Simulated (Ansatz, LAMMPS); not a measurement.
## Glassy 68SiO2-14MgO-11ZnO-7BaO (mol %) (75 atoms): geometry optimisation

Aim: bring glassy 68SiO2-14MgO-11ZnO-7BaO (mol %) (75 atoms) to a nearby minimum of the energy and see what moves.

Main program and level: Ansatz 0.2.0; Kohn-Sham DFT, PBE, PAW (set soft_2), plane waves.

### Step 1. Starting point

The cell holds 75 atoms: 19 Si, 4 Mg, 3 Zn, 2 Ba and 47 O. Cell: a = 10.485 Å, b = 10.485 Å, c = 10.485 Å, α = 90.0°, β = 90.0°, γ = 90.0°. 75 atoms (19 Si, 4 Mg, 3 Zn, 2 Ba, 47 O) placed at random at 2.67 g/cm³, melted at 4000 K for 10 ps at fixed volume with the Morse and Coulomb pair potential with partial charges (Pedone, Malavasi, Menziani, Cormack and Segre, J. Phys. Chem. B 110, 11780 (2006)). Quenched from 4000 K to 300 K at 25 K/ps and fixed volume, held 5 ps, then minimised at fixed cell.

Before any run, some limits are plain. The quench rate of 25 K/ps is orders of magnitude faster than experiment, which tends to freeze in extra defects. The network of bonds at the start is that of the classical potential that made the cell. Only the Γ point is sampled, in a cell whose shortest periodic width is 10 Å. Spin–orbit coupling is left out, which matters for the levels of the heavy elements.

### Step 2. How the cell was made

A classical potential supplies the starting structure, since it reaches far longer times than DFT.

This step: classical MD, Morse and Coulomb pair potential with partial charges (Pedone, Malavasi, Menziani, Cormack and Segre, J. Phys. Chem. B 110, 11780 (2006)) (LAMMPS 22 Jul 2025 - Update 4).

The input, in.lmp:

```
# melt-quench of Si19Mg4Zn3Ba2O47
units metal
atom_style charge
boundary p p p
region box block 0 10.4854 0 10.4854 0 10.4854
create_box 5 box
mass 1 28.0850   # Si
mass 2 24.3050   # Mg
mass 3 65.3800   # Zn
mass 4 137.3270   # Ba
mass 5 15.9990   # O
create_atoms 1 random 19 432044 NULL overlap 1.5 maxtry 2000
create_atoms 2 random 4 432051 NULL overlap 1.5 maxtry 2000
create_atoms 3 random 3 432058 NULL overlap 1.5 maxtry 2000
create_atoms 4 random 2 432065 NULL overlap 1.5 maxtry 2000
create_atoms 5 random 47 432072 NULL overlap 1.5 maxtry 2000
pair_style hybrid/overlay pedone 5.5 coul/long 8.0
pair_coeff * * coul/long
pair_coeff 1 5 pedone 0.340554 2.006700 2.100000 1   # Si-O
pair_coeff 2 5 pedone 0.038908 2.281000 2.586153 5   # Mg-O
pair_coeff 3 5 pedone 0.001221 3.150679 2.851850 1   # Zn-O
pair_coeff 4 5 pedone 0.065011 1.547596 3.393410 5   # Ba-O
pair_coeff 5 5 pedone 0.042395 1.379316 3.618701 22   # O-O
set type 1 charge 2.4
set type 2 charge 1.2
set type 3 charge 1.2
set type 4 charge 1.2
set type 5 charge -1.2
kspace_style pppm 1.0e-4
neigh_modify delay 0 every 1 check yes
thermo_style custom step time temp pe press density
thermo_modify norm yes
timestep 0.002
thermo 100
# [... 18 lines left out ...]
thermo 1250
fix md all nvt temp 300 300 0.2
run 2500 post no
unfix md
thermo 100
min_style cg
minimize 0 1e-3 2000 20000
write_dump all custom glass.dump id type xs ys zs modify sort id
```

Started as:

```sh
lmp -in in.lmp -log none -nocite
```

Numbers of over 12 decimals in the logs are rounded to 6 here.

The log of the run:

```text
LAMMPS (22 Jul 2025 - Update 4)
Created orthogonal box = (0 0 0) to (10.4854 10.4854 10.4854)
Created 19 atoms
Created 4 atoms
Created 3 atoms
Created 2 atoms
Created 47 atoms
PPPM initialization ...
  G vector (1/distance) = 0.38596375
  grid = 12 12 12
  estimated relative force accuracy = 4.6753645e-05
   Step          Time           Temp          PotEng         Press         Density
         0   0              0             -1.4487768      539170.61      2.6699668
       100   0.2            0             -15.16847      -16210.556      2.6699668
       106   0.212          0             -15.183352     -15774.848      2.6699668
Loop time of 0.0529833 s on 1 MPI rank(s) for 106 steps with 75 atoms
Minimization stats:
  Stopping criterion = energy tolerance
  Energy initial, next-to-last, final =
     -1.44877675496097  -15.1820940288048  -15.1833522381976
  Force two-norm initial, final = 265.38192 2.3114602
  Iterations, force evaluations = 106 148
   Step          Time           Temp          PotEng         Press         Density
         0   0              4000          -15.183352      19675.495      2.6699668
       500   1              2134.0076     -14.988976      5734.4458      2.6699668
      1000   2              1604.2449     -15.040599     -36147.137      2.6699668
[... 3 lines left out ...]
      1666   3.332          4111.0176     -14.565891      12528.172      2.6699668
      2499   4.998          3913.874      -14.717005     -10394.237      2.6699668
      3332   6.664          4152.7665     -14.711304     -1385.4273      2.6699668
      4165   8.33           4402.7076     -14.593941      25121.07       2.6699668
      4998   9.996          4023.0205     -14.482544      43869.567      2.6699668
[... 2 lines left out ...]
Loop time of 1.53817 s on 1 MPI rank(s) for 5000 steps with 75 atoms
   Step          Time           Temp          PotEng         Press         Density
[... 12 lines left out ...]
Loop time of 21.9007 s on 1 MPI rank(s) for 74000 steps with 75 atoms
   Step          Time           Temp          PotEng         Press         Density
[... 1 line left out ...]
     81250   162.5          275.82411     -15.300178     -27188.677      2.6699668
     82500   165            290.3402      -15.301949     -31048.46       2.6699668
Loop time of 0.679961 s on 1 MPI rank(s) for 2500 steps with 75 atoms
   Step          Time           Temp          PotEng         Press         Density
     82500   165            290.3402      -15.301949     -31048.46       2.6699668
     82525   165.05         290.3402      -15.337457     -27441.117      2.6699668
Loop time of 0.0262092 s on 1 MPI rank(s) for 25 steps with 75 atoms
Minimization stats:
  Stopping criterion = linesearch alpha is zero
  Energy initial, next-to-last, final =
      -15.301948527406  -15.3374568690595  -15.3374568690595
  Force two-norm initial, final = 10.137549 0.45852779
  Iterations, force evaluations = 25 81
```

It took 25 s on 1 thread of Arm Neoverse V2, shared host; peak memory 0.069 GiB.

### Step 3. Single point at the start

The forces at the start show how far the geometry lies from a minimum of this functional.

The input, input.yaml:

```yaml
crystal:
  lattice:
    - [10.4854, 0.0, 0.0]
    - [0.0, 10.4854, 0.0]
    - [0.0, 0.0, 10.4854]
  atoms:
    - { symbol: Si, position: [0.49476, 0.66454, 0.59633] }
    - { symbol: Si, position: [0.52565, 0.21813, 0.51059] }
    - { symbol: Si, position: [0.33695, 0.2968, 0.28502] }
    - { symbol: Si, position: [0.6569, 0.90951, 0.16941] }
    - { symbol: Si, position: [0.20643, 0.99989, 0.54] }
    - { symbol: Si, position: [0.53406, 0.95694, 0.68672] }
    - { symbol: Si, position: [0.06003, 0.918, 0.88349] }
    - { symbol: Si, position: [0.07418, 0.90719, 0.16695] }
    - { symbol: Si, position: [0.29759, 0.07778, 0.80623] }
    - { symbol: Si, position: [0.4728, 0.57162, 0.88812] }
    - { symbol: Si, position: [0.1925, 0.64556, 0.87322] }
    - { symbol: Si, position: [0.06589, 0.15669, 0.34129] }
    - { symbol: Si, position: [0.86221, 0.30134, 0.84873] }
    - { symbol: Si, position: [0.31014, 0.59343, 0.36355] }
    - { symbol: Si, position: [0.97518, 0.5139, 0.03428] }
    - { symbol: Si, position: [0.42154, 0.28634, 0.98561] }
    - { symbol: Si, position: [0.01451, 0.63524, 0.3051] }
    - { symbol: Si, position: [0.69749, 0.1921, 0.05846] }
    - { symbol: Si, position: [0.71563, 0.6592, 0.05491] }
    - { symbol: Mg, position: [0.78252, 0.32612, 0.33412] }
    - { symbol: Mg, position: [0.36687, 0.89414, 0.27961] }
    - { symbol: Mg, position: [0.78422, 0.95627, 0.90495] }
    - { symbol: Mg, position: [0.71854, 0.67896, 0.37488] }
    - { symbol: Zn, position: [0.6454, 0.41933, 0.62538] }
    - { symbol: Zn, position: [0.36743, 0.77423, 0.08807] }
    - { symbol: Zn, position: [0.17271, 0.68807, 0.57655] }
    - { symbol: Ba, position: [0.84669, 0.07072, 0.59031] }
    - { symbol: Ba, position: [0.19156, 0.34655, 0.64879] }
    - { symbol: O, position: [0.41716, 0.98379, 0.78713] }
    - { symbol: O, position: [0.74895, 0.37451, 0.77583] }
    - { symbol: O, position: [0.19566, 0.59109, 0.73287] }
    - { symbol: O, position: [0.15282, 0.61496, 0.38859] }
    - { symbol: O, position: [0.36634, 0.29094, 0.1332] }
    - { symbol: O, position: [0.94146, 0.93829, 0.7993] }
    - { symbol: O, position: [0.02929, 0.77741, 0.24096] }
    - { symbol: O, position: [0.13061, 0.78184, 0.8736] }
    - { symbol: O, position: [0.7002, 0.8696, 0.30629] }
    - { symbol: O, position: [0.55781, 0.21995, 0.99867] }
    - { symbol: O, position: [0.66839, 0.2746, 0.48422] }
    - { symbol: O, position: [0.69688, 0.05003, 0.12067] }
    - { symbol: O, position: [0.50873, 0.81737, 0.61956] }
    - { symbol: O, position: [0.22458, 0.88805, 0.14179] }
    - { symbol: O, position: [0.72894, 0.29445, 0.15997] }
    - { symbol: O, position: [0.68687, 0.61912, 0.19542] }
    - { symbol: O, position: [0.17388, 0.01952, 0.86833] }
    - { symbol: O, position: [0.48484, 0.59938, 0.73797] }
    - { symbol: O, position: [0.59551, 0.62102, 0.96285] }
    - { symbol: O, position: [0.47049, 0.32115, 0.60784] }
    - { symbol: O, position: [0.79524, 0.18407, 0.93498] }
    - { symbol: O, position: [0.53872, 0.07776, 0.58162] }
    - { symbol: O, position: [0.05233, 0.03682, 0.24576] }
    - { symbol: O, position: [0.93291, 0.38698, 0.96122] }
    - { symbol: O, position: [0.66129, 0.95804, 0.76273] }
    - { symbol: O, position: [0.72142, 0.81784, 0.05446] }
    - { symbol: O, position: [0.33138, 0.44642, 0.33293] }
    - { symbol: O, position: [0.34191, 0.6575, 0.93318] }
    - { symbol: O, position: [0.25958, 0.09493, 0.6541] }
    - { symbol: O, position: [0.90033, 0.62508, 0.39596] }
    - { symbol: O, position: [0.94725, 0.24266, 0.3577] }
    - { symbol: O, position: [0.10666, 0.55995, 0.96507] }
    - { symbol: O, position: [0.36679, 0.63696, 0.50526] }
    - { symbol: O, position: [0.85365, 0.60873, 0.01154] }
    - { symbol: O, position: [0.30344, 0.972, 0.42975] }
    - { symbol: O, position: [0.16305, 0.86797, 0.59493] }
    - { symbol: O, position: [0.00566, 0.92088, 0.03122] }
    - { symbol: O, position: [0.5061, 0.88952, 0.15212] }
    - { symbol: O, position: [0.00765, 0.533, 0.1865] }
    - { symbol: O, position: [0.19757, 0.2358, 0.31407] }
    - { symbol: O, position: [0.0911, 0.08416, 0.4794] }
    - { symbol: O, position: [0.4416, 0.22772, 0.37845] }
    - { symbol: O, position: [0.61134, 0.59846, 0.5269] }
    - { symbol: O, position: [0.4356, 0.42983, 0.9292] }
    - { symbol: O, position: [0.355, 0.68798, 0.25928] }
    - { symbol: O, position: [0.33688, 0.20401, 0.88427] }
    - { symbol: O, position: [0.96292, 0.25589, 0.74866] }
kpoints:
  mp_grid: { grid: [1, 1, 1] }
hamiltonian:
  xc: pbe
scf:
  occupations: { method: fixed }
output:
  forces: true
  stress: true
  populations: intrinsic
  dos:
    method: { smearing: { sigma: 0.15 } }
    de: 0.1
    projected: { site_lists: { Ba: [Ba], Mg: [Mg], O: [O], Si: [Si], Zn: [Zn] } }
  eigenvalues: true
```

Started as:

```sh
ansatz run input.yaml --threads 4 --pin off --max-ram 8192MiB --backend cpu --events-out ev --progress --plain --runs-dir out
```

The log of the run:

```text
Engine: ansatz 0.2.0, aarch64-unknown-linux-gnu
Pseudopotentials: kind: paw
Pseudopotential: Si, paw, valence charge 4, recommended cutoff 420 eV (normal), Si.paw.azcp
Pseudopotential: Mg, paw, valence charge 10, recommended cutoff 420 eV (normal), Mg.paw.azcp
Pseudopotential: Zn, paw, valence charge 12, recommended cutoff 420 eV (normal), Zn.paw.azcp
Pseudopotential: Ba, paw, valence charge 10, recommended cutoff 420 eV (normal), Ba.paw.azcp
Pseudopotential: O, paw, valence charge 6, recommended cutoff 420 eV (normal), O.paw.azcp
[... 5 lines on functional and potentials left out ...]
Crystal: 75 atoms, lattice volume = 1152.803 Å³
Basis set: ecut = 420 eV, 22575 PW (Γ), exchange–correlation on 144×144×144 points (8 copies of the dense FFT grid, shifted against one another)
Bands: 302, of which v1, the nominal top of the filled ones, is band 227 counted from 1 (226 counted from 0)
Symmetry: 1 space group operations
Space group: P1 (ITA 1), of the structure as read, at distance tolerance 1.0e-4 Å
k-points: 1
[... 11 lines on functional and potentials left out ...]
Initial density: superposition of atomic densities (neutral atoms: chi_scale 0, normalization atom), corrected by the library's trained network
Initial wavefunctions: pseudopotential atomic-orbital guess
Functional: x = pbe(κ = 0.804, μ = 0.219515), c = pbe(β = 0.066725)
SCF iter   1: F=—  HF=-68376.115408 eV  |F-HF|=—  |Δ(HF+E_count)|=         —  Δρ=2.26e-3  dr2=1.14e-1  ethr=1.77e-3  ⟨swp⟩=4.0  Hψ=1151  notcnv=0  defer=72
preconditioner: auto → Resta (q_TF=auto, 2.336 Å⁻¹)  ε∞=3.2  [insulator: Δε(μ)=2.876 eV  Ē_g=14.979 eV  n_scr=250 (ndim 8)  ℏωp=22.4 eV  f_vac=0.203  ε∞_Penn≈3.2]
SCF iter   2: F=—  HF=-68376.101137 eV  |F-HF|=—  |Δ(HF+E_count)|=   1.43e-2  Δρ=1.18e-3  dr2=2.96e-2  ethr=2.52e-5  ⟨swp⟩=2.0  Hψ=573  notcnv=0  defer=73
SCF iter   3: F=—  HF=-68376.098691 eV  |F-HF|=—  |Δ(HF+E_count)|=   2.45e-3  Δρ=6.24e-4  dr2=8.25e-3  ethr=6.52e-6  ⟨swp⟩=3.0  Hψ=403  notcnv=0  defer=73
SCF iter   4: F=—  HF=-68376.097435 eV  |F-HF|=—  |Δ(HF+E_count)|=   1.26e-3  Δρ=2.19e-4  dr2=7.41e-4  ethr=1.82e-6  ⟨swp⟩=2.0  Hψ=409  notcnv=0  defer=73
SCF iter   5: F=—  HF=-68376.097497 eV  |F-HF|=—  |Δ(HF+E_count)|=   6.23e-5  Δρ=1.37e-4  dr2=1.97e-4  ethr=1.63e-7  ⟨swp⟩=2.0  Hψ=453  notcnv=0  defer=73
SCF iter   6: F=—  HF=-68376.097463 eV  |F-HF|=—  |Δ(HF+E_count)|=   3.45e-5  Δρ=4.28e-5  dr2=1.99e-5  ethr=4.35e-8  ⟨swp⟩=2.0  Hψ=400  notcnv=0  defer=71
SCF iter   7: F=—  HF=-68376.098637 eV  |F-HF|=—  |Δ(HF+E_count)|=   1.17e-3  Δρ=1.94e-5  dr2=4.45e-6  ethr=4.39e-9  ⟨swp⟩=2.0  Hψ=529  notcnv=0  defer=71
SCF iter   8: F=—  HF=-68376.098639 eV  |F-HF|=—  |Δ(HF+E_count)|=   2.02e-6  Δρ=9.69e-6  dr2=1.03e-6  ethr=9.79e-10  ⟨swp⟩=2.0  Hψ=439  notcnv=0  defer=71
SCF iter   9: F=—  HF=-68376.098639 eV  |F-HF|=—  |Δ(HF+E_count)|=   1.81e-7  Δρ=3.11e-6  dr2=1.23e-7  ethr=2.28e-10  ⟨swp⟩=2.0  Hψ=451  notcnv=0  defer=71
SCF iter  10: F=-68376.098639 eV  HF=-68376.098639 eV  |F-HF|=1.09e-8  |Δ(HF+E_count)|=   6.37e-8  Δρ=1.90e-6  dr2=3.94e-8  ethr=2.20e-11  ⟨swp⟩=20.0  Hψ=2247  notcnv=0
SCF 1 converged in 10 iterations: F = -68376.098639 eV  dr2 = 3.94e-8
  greatest PAW one-centre occupation: 1.000 electrons in one spin orbital (limit 2), on the Mg atom at site 20 (counted from 0), in its partial waves of l = 0
SCF converged after 10 iterations
Free energy (F): -68376.098639 eV
Harris-Foulkes:  -68376.098639 eV  (|F-HF|=1.09e-8)
Internal energy: -68376.098639 eV  (E = F + TS)
E sigma→0 (E₀):  -68376.098639 eV
Fermi energy:    3.276743 eV
--- Per-component energies (eV) ---
  E_band       = -3361.544200
  E_kinetic    = 10254.184499
  E_local      = -42486.903752  (includes V_loc(G=0)·N_el)
  E_nonlocal   = 5073.176254
  E_hartree    = 16452.181341
  E_xc         = -5407.230503
  E_vxc        = -5926.077069  (∫ρ·V_xc dr)
  E_paw        = -34338.605374  (= ΣΔE_a)
  E_vpaw       = -3180.409845  (= ΣTr[D̂ρ^β])
  E_aug_tail   = 0.119216  (compensation charges beyond the density's cutoff)
  E_ewald      = -17923.020319
  E_smearing   = -0.000000  (= −TS)
  E_closure    = 0.000000  (closes the sum)
  Σ components = -68376.098639   (vs F -68376.098639, Δ=0.00e0)
--- Forces (eV/Å), atoms counted from 1 ---
  atom   1  Si    -0.13786941     0.86266238     0.49973104
  atom   2  Si    -0.52824023     0.15947412     0.40163266
  atom   3  Si     0.09571605    -0.12107843     0.56814822
  atom   4  Si    -0.00952425    -1.19573709     0.05674824
  atom   5  Si     1.12882580    -0.89632871    -1.08111310
  atom   6  Si    -1.18285073     0.82661220    -0.51996455
  atom   7  Si     1.32828430    -0.66272294     1.42813648
  atom   8  Si     1.18982003    -1.05374886     0.70048212
  atom   9  Si     0.57391162    -1.45019583    -1.32227143
  atom  10  Si     0.02022818     0.60189993     0.40186769
  atom  11  Si    -0.56190612     0.38018400     0.53924101
  atom  12  Si     1.53732834    -1.18749908    -0.15083748
  atom  13  Si    -0.97305153     1.28216045     0.36213000
  atom  14  Si    -0.41351033    -0.00887050    -0.18792986
[...]
atom  74  O     -0.61306131     1.01639737    -0.06290822
  atom  75  O      1.90027401    -1.18883424    -1.72849863
  max |Σ_I F_I| component: 9.87e-5 eV/Å
--- Stress (GPa, compression-positive) ---
        2.050296      -0.906077      -1.414961
       -0.906079       1.025824       0.421959
       -1.414963       0.421956       0.293897
  P = ⅓ Tr σ = 1.1233 GPa (11.233 kbar)
--- Band table (eV) ---
  k-point 0: bands = ["-71.1426", "-70.9768", "-70.3176", "-70.2013", [... 286 levels ...], "12.1091", "12.1440", "12.1787", "12.2064", "12.2153", "12.2967", "12.3513", "12.3730", "12.3883", "12.4292", "12.4752", "12.4863"]
--- intrinsic populations: 75 sites ---
  site symbol       q [e]
     0     Si      2.2936
     1     Si      2.3510
     2     Si      2.2380
[...]
74      O      7.1918
  spilling = -0.000000 (of n_electrons = 454.000000)
```

The job ended after 14 s (4 threads of Arm Neoverse V2, shared host; peak memory 1.4 GiB; 51 s of CPU time).

Reading the cycles: dr2 is the Hartree energy of the density residual (eV), the measure of convergence; HF is the Harris–Foulkes estimate of the energy, which meets the free energy F at convergence.

Numbers from this run:

```yaml
free_energy: -68376.0986 eV
free_energy_per_atom: -911.6813 eV/atom
scf_cycles: 10
pressure: 1.123 GPa
r_m_s_force_component: 0.9169 eV/Å
longest_force: 2.98 eV/Å
fermi_energy: 3.277 eV
spacing_of_highest_filled_and_lowest_empty_level: 2.723 eV
```

The r.m.s. force component of 0.92 eV/Å and the pressure of 1.1 GPa set the starting point.

Length of the force by element:

```csv
element,coordination,atoms,mean length of the force (eV/Å),spread,least,most
Ba,all,2,0.475,0.0751,0.400,0.550
Mg,all,4,1.13,0.522,0.260,1.61
O,all,47,1.53,0.730,0.521,2.98
Si,all,19,1.38,0.590,0.454,2.61
Zn,all,3,1.19,0.261,0.988,1.56
```

[end of part 1 of 3]

[Logs are printed without paths, hosts, clocks, repeated set-up lines and the standing remarks that a program may print on its own settings, such as how far it seeks lower states.]

[Hosts, paths, dates, database ids (printed as entryN), source tags and the programs' standing remarks are cut or masked in the printed files.]
